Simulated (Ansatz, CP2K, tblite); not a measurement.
## Twisted graphene double bilayer, 38.21° (56 atoms): one structure in several programs

How near do other programs and methods come to a plane-wave reference for twisted graphene double bilayer, 38.21° (56 atoms)? A plane-wave run serves as the reference.

Main program and level: Ansatz 0.2.0; Kohn-Sham DFT, PBE, PAW, plane waves.

## (1) The starting structure

The cell holds 56 atoms: 56 C. Cell: a = 6.508 Å, b = 6.509 Å, c = 24.180 Å, α = 90.0°, β = 90.0°, γ = 120.0°. It derives from C (graphene). Graphene (a = 2.46 Å) under graphene (a = 2.46 Å), double bilayer, commensurate cell of 7 unit cells a layer, twist 38.21 deg; facing planes 3.33, 3.52, 3.33 Å apart as built; 14 Å of vacuum; minimised with a classical potential. Then every atom was moved at random, 0.02 Å r.m.s. a Cartesian component. Regions: layer 1, 14 atoms (14 C); layer 2, 14 atoms (14 C); layer 3, 14 atoms (14 C); layer 4, 14 atoms (14 C). Vacuum lies along c.

## (2) Plane-wave reference

The PAW files are the set soft_2.

The input, input.yaml:

```yaml
crystal:
  lattice:
    - [6.5085, 0.0, 0.0]
    - [-3.25425, 5.63653, 0.0]
    - [0.0, 0.0, 24.18]
  atoms:
    - { symbol: C, position: [0.18751, 0.24, 0.29038] }
    - { symbol: C, position: [0.23879, 0.04827, 0.29113] }
    - { symbol: C, position: [0.33093, 0.66119, 0.29194] }
    - { symbol: C, position: [0.38493, 0.47675, 0.2914] }
    [... 46 atom lines left out ...]
    - { symbol: C, position: [0.81307, 0.04614, 0.70965] }
    - { symbol: C, position: [0.85843, 0.28177, 0.70976] }
    - { symbol: C, position: [0.51907, 0.61567, 0.70971] }
    - { symbol: C, position: [0.57571, 0.86063, 0.70859] }
    - { symbol: C, position: [0.66482, 0.33273, 0.70862] }
    - { symbol: C, position: [0.71139, 0.56441, 0.70869] }
kpoints:
  mp_grid: { grid: [1, 1, 1] }
hamiltonian:
  xc: pbe
scf:
  occupations: { method: fermi_dirac, width: 0.05 }
output:
  forces: true
  eigenvalues: true
  populations: true
```

On the command line:

```sh
ansatz run input.yaml --threads 4 --pin off --max-ram 8192MiB --backend cpu --events-out ev --progress --plain --runs-dir out
```

The program printed:

```text
[...]
Pseudopotentials: kind: paw
Pseudopotential: C, paw, valence charge 4, recommended cutoff 420 eV (normal), C.paw.azcp
[... 5 lines on functional and potentials left out ...]
Crystal: 56 atoms, lattice volume = 887.052 Å³
Basis set: ecut = 420 eV, 17313 PW (Γ), exchange–correlation on 90×90×324 points (8 copies of the dense FFT grid, shifted against one another)
Bands: 168, of which v1, the nominal top of the filled ones, is band 112 counted from 1 (111 counted from 0)
Symmetry: 1 space group operations
Space group: P1 (ITA 1), of the structure as read, at distance tolerance 9.6e-5 Å
k-points: 1
[... 3 lines on functional and potentials left out ...]
Initial density: superposition of atomic densities (neutral atoms: chi_scale 0, normalization atom), corrected by the library's trained network
Initial wavefunctions: pseudopotential atomic-orbital guess
[...]
SCF iter   1: F=—  HF=-14064.190537 eV  |F-HF|=—  |Δ(HF+E_count)|=         —  Δρ=2.89e-3  dr2=3.75e-2  ethr=1.77e-3  ⟨swp⟩=16.0  Hψ=1434  notcnv=0  defer=19
preconditioner: auto → Resta (q_TF=auto, 2.169 Å⁻¹)  ε∞=2.5  [insulator: Δε(μ)=6.333 eV  Ē_g=15.379 eV  σ=0.050 eV  W_gap=1.00  n_scr=148 (ndim 8)  ℏωp=18.7 eV  f_vac=0.442  D(μ)=0.00/eV (n_scr^D=0)  ε∞_Penn≈2.5  vacuum switching on, ρ_ref=1.7e-2 e/Å³]
[...]
SCF iter   6: F=—  HF=-14064.219731 eV  |F-HF|=—  |Δ(HF+E_count)|=   7.87e-6  Δρ=5.64e-6  dr2=3.35e-7  ethr=1.98e-9  ⟨swp⟩=2.0  Hψ=234  notcnv=0  defer=40
SCF iter   7: F=-14064.219732 eV  HF=-14064.219732 eV  |F-HF|=6.45e-9  |Δ(HF+E_count)|=   7.87e-8  Δρ=1.75e-6  dr2=3.18e-8  ethr=4.46e-11  ⟨swp⟩=27.0  Hψ=1220  notcnv=0
SCF 1 converged in 7 iterations: F = -14064.219732 eV  dr2 = 3.18e-8
[...]
SCF converged after 7 iterations
Free energy (F): -14064.219732 eV
Harris-Foulkes:  -14064.219732 eV  (|F-HF|=6.45e-9)
Internal energy: -14064.219732 eV  (E = F + TS)
E sigma→0 (E₀):  -14064.219732 eV
Fermi energy:    2.263655 eV
--- Per-component energies (eV) ---
[...]
Σ components = -14064.219732   (vs F -14064.219732, Δ=0.00e0)
--- Forces (eV/Å), atoms counted from 1 ---
  atom   1  C      2.24486629    -0.25442045     0.39691388
  atom   2  C      0.58115361     1.44894995    -0.38469710
  atom   3  C      1.14863681     1.66276110    -0.21340886
  atom   4  C     -1.71490425    -0.72790632    -0.26700436
[...]
atom  56  C     -0.42677719     2.86811544     0.14168039
  max |Σ_I F_I| component: 3.54e-5 eV/Å
--- Band table (eV) ---
  k-point 0: bands = ["-17.7686", "-17.6886", "-17.5967", "-17.5338", [... 152 levels ...], "10.1895", "10.2164", "10.2285", "10.2540", "10.2774", "10.3760", "10.4113", "10.8756", "10.8791", "10.8913", "10.9236", "10.9420"]
--- Löwdin populations: 56 sites ---
  site symbol       q [e]
     0      C      3.9613
     1      C      3.9591
     2      C      3.9589
[...]
55      C      3.9641
  spilling = 0.009269 (of n_electrons = 224.000000)
```

It took 5.1 s on 4 threads of Arm Neoverse V2, shared host; peak memory 0.78 GiB.

The column dr2 measures how far the density is from self-consistency, as an energy; F and HF (Harris–Foulkes) agree once it is small.

Read from the output:

* free energy: -14064.2197 eV
* free energy per atom: -251.1468 eV/atom
* SCF cycles: 7
* r.m.s. force component: 1.136 eV/Å
* longest force: 3.802 eV/Å
* Fermi energy: 2.264 eV
* spilling of the projection: 0.009269

Length of the force by element:

```
element  coordination  atoms  mean length of the force (eV/Å)  spread  least  most
      C           all     56                             1.78   0.848  0.245  3.80
```

The mean of these charges, 0.037 e, is only the charge that the projection spills.

Löwdin charges by element (they lack the spilled electrons, 0.037 e an atom on average):

```
element  coordination  atoms  mean charge (e)  spread  least    most
      C           all     56           0.0371  0.0029  0.032  0.0439
```

By region:

```
 region  atoms  mean length of the force (eV/Å)
layer 1     14                             1.91
layer 2     14                             1.06
layer 3     14                             2.08
layer 4     14                             2.05
```

The levels nearest the highest filled one (over half full), pooled over k-points and spins:

```
level less the highest filled one (eV)  occupation
                                -0.222           2
                                -0.172           2
                                -0.146           2
                                -0.135           2
                               -0.0815           2
                                     0           2
                                  6.28           0
                                  6.34           0
                                  6.37           0
                                  6.41           0
                                  6.44           0
                                  6.49           0
```

## (3) The ladder

The programs:
- CP2K 2026.2: Gaussian basis with GTH pseudopotentials and a plane-wave density; labels give functional, basis (MOLOPT sets; SR short-range, UZH the newer set with its own potentials), grid cutoff/relative cutoff and solver (OT: orbital transformation; TRS4, TC2, SIGN: linear-scaling purification with its sparsity filter), or its built-in tight binding.
- tblite 0.8.0: extended tight binding, driven from Python.

All use the same cell and atoms; the electronic-structure runs use the same k-mesh, and an electronic temperature of 580 K (0.05 eV) where levels are smeared.

Differences are against the plane-wave reference, forces as r.m.s. over components; share is that over the reference's r.m.s. force, slope the least-squares factor from reference forces to these. Total energies of different programs have different zeros and aren't compared.

```
                                                                     run  Δ force, r.m.s. (meV/Å)  share (%)  slope  cores  CPU time  memory (GiB)
                                                               reference                        -          -      -      4      19 s          0.78
                                          CP2K GFN1-xTB, diagonalisation                     80.7       7.10  0.963      1     1.4 s          0.19
             CP2K PBE+rVV10L, DZVP-MOLOPT-SR, 450/50 Ry, diagonalisation                     31.5       2.77  1.018      2     7 min           3.7
           CP2K PBE, DZVP-MOLOPT-SR, 225/50 Ry, diagonalisation (coarse)                     31.6       2.78  1.018      1   3.3 min          0.73
           CP2K PBE, DZVP-MOLOPT-SR, 450/20 Ry, diagonalisation (coarse)                     31.7       2.79  1.018      2   2.7 min           1.9
                    CP2K PBE, DZVP-MOLOPT-SR, 450/50 Ry, diagonalisation                     23.7       2.09  1.017      2     4 min           1.9
                    CP2K PBE, DZVP-MOLOPT-SR, 630/50 Ry, diagonalisation                     23.7       2.08  1.017      2   5.6 min           2.7
            CP2K PBE, SZV-MOLOPT-SR, 450/50 Ry, diagonalisation (coarse)                      308       27.1  1.268      1   2.7 min           1.8
 CP2K PBEsol, PBE potentials, DZVP-MOLOPT-SR, 450/50 Ry, diagonalisation                     42.7       3.76  1.026      2   3.8 min           1.9
CP2K r2SCAN, SCAN potentials, DZVP-UZH(SCAN), 600/50 Ry, diagonalisation                     36.5       3.21  1.026      4    15 min           3.2
                                                         tblite GFN1-xTB                     80.9       7.12  0.963      1       1 s           0.1
```

Rows marked coarse were listed beforehand as settings not expected to be converged; some can still land near the reference.

CPU time is summed over cores on a shared host, where runs went side by side, so it is rough. Symmetry, cutoffs, thresholds, outputs and thread counts weren't matched or tuned between programs; memory under MPI is the largest rank's times the ranks.

Runs without a result: CP2K PBE, DZVP-MOLOPT, 450/50 Ry, diagonalisation (cut off at its time limit of 9.1 min).

Within one program, basis, potentials and functional, energies share a zero. Each run against its twin at the usual cutoff or grid and solver:

```
                                                 run                                        twin  Δ energy (meV/atom)  Δ force, r.m.s. (meV/Å)         CPU time over the twin's
CP2K PBE, DZVP-MOLOPT-SR, 225/50 Ry, diagonalisation  DZVP-MOLOPT-SR, 450/50 Ry, diagonalisation              -0.0605                     19.2  0.84 (this twin ran on 2 cores)
CP2K PBE, DZVP-MOLOPT-SR, 450/20 Ry, diagonalisation  DZVP-MOLOPT-SR, 450/50 Ry, diagonalisation                -3.15                     18.0                             0.67
CP2K PBE, DZVP-MOLOPT-SR, 630/50 Ry, diagonalisation  DZVP-MOLOPT-SR, 450/50 Ry, diagonalisation               0.0027                    0.776                              1.4
```

## (4) Outcome

```json
{
  "reference r.m.s. force component": "1.14 eV/Å",
  "nearest in forces": "a tie at 2.1 % of 2 runs: CP2K PBE, DZVP-MOLOPT-SR, 450/50 Ry, diagonalisation; CP2K PBE, DZVP-MOLOPT-SR, 630/50 Ry, diagonalisation",
  "farthest in forces": "CP2K PBE, SZV-MOLOPT-SR, 450/50 Ry, diagonalisation (coarse), 27 %",
  "cheapest electronic-structure run beside the reference": "tblite GFN1-xTB, 1 s of CPU time"
}
```

**Reading.** The PBE runs in local orbitals, coarse settings apart, differ by 2.1 % in each run; basis, grid and potentials can all enter. Tight binding differs by 7.1 % in each run; it is another model, with fitted parameters of its own, and the xTB methods hold dispersion. Rows with another functional or a dispersion term differ by 2.8 % (CP2K PBE+rVV10L, DZVP-MOLOPT-SR, 450/50 Ry, diagonalisation) to 3.8 % (CP2K PBEsol, PBE potentials, DZVP-MOLOPT-SR, 450/50 Ry, diagonalisation), which mixes the change of model with differences of basis and potentials, some of them made for another functional. Runs with settings chosen to be coarse differ by 2.8 % (CP2K PBE, DZVP-MOLOPT-SR, 225/50 Ry, diagonalisation) to 27 % (CP2K PBE, SZV-MOLOPT-SR, 450/50 Ry, diagonalisation), their programs' other errors included. Of the electronic-structure runs that take under half the reference's CPU time, CP2K GFN1-xTB, diagonalisation is among the nearest, at 7.1 % in 1.4 s against 19 s. CP2K PBE, SZV-MOLOPT-SR, 450/50 Ry, diagonalisation stiffens the forces by a factor of 1.27 while following their directions (correlation 0.999); the slopes of the 9 CP2K runs lie between 0.96 and 1.27. In the reference: no gap is quoted: the bands of a honeycomb sheet meet or nearly meet at one point of the zone, so the spacing of levels depends on whether the mesh holds it and on how the neighbours disturb the sheet. In the reference: Löwdin charges run from +0.03 to +0.04 e, about a mean that is the spilled charge alone. Periodic xTB results under one method name differ between programs and library versions. The cell is under 6 Å thick along two periodic directions, so every atom has periodic images of itself close by, which move with it and show among its neighbours and in g(r). The reference's PBE has no dispersion term, which matters for the binding between molecules or layers. One k-point is far too coarse for the carbon or group-IV sheet, and it can put spurious forces of up to about 1 eV/Å on the sheet's atoms. The electronic-structure runs sample only Γ, in a cell whose shortest periodic width is 6 Å.

[Also dropped from logs without a mark: logging warnings of Python, and SIESTA's first energy breakdown and zero terms.]

[Logs are printed without paths, hosts, clocks, repeated set-up lines and the standing remarks that a program may print on its own settings, such as how far it seeks lower states.]

[Hosts, paths, dates, database ids (printed as entryN), source tags and the programs' standing remarks are cut or masked in the printed files.]
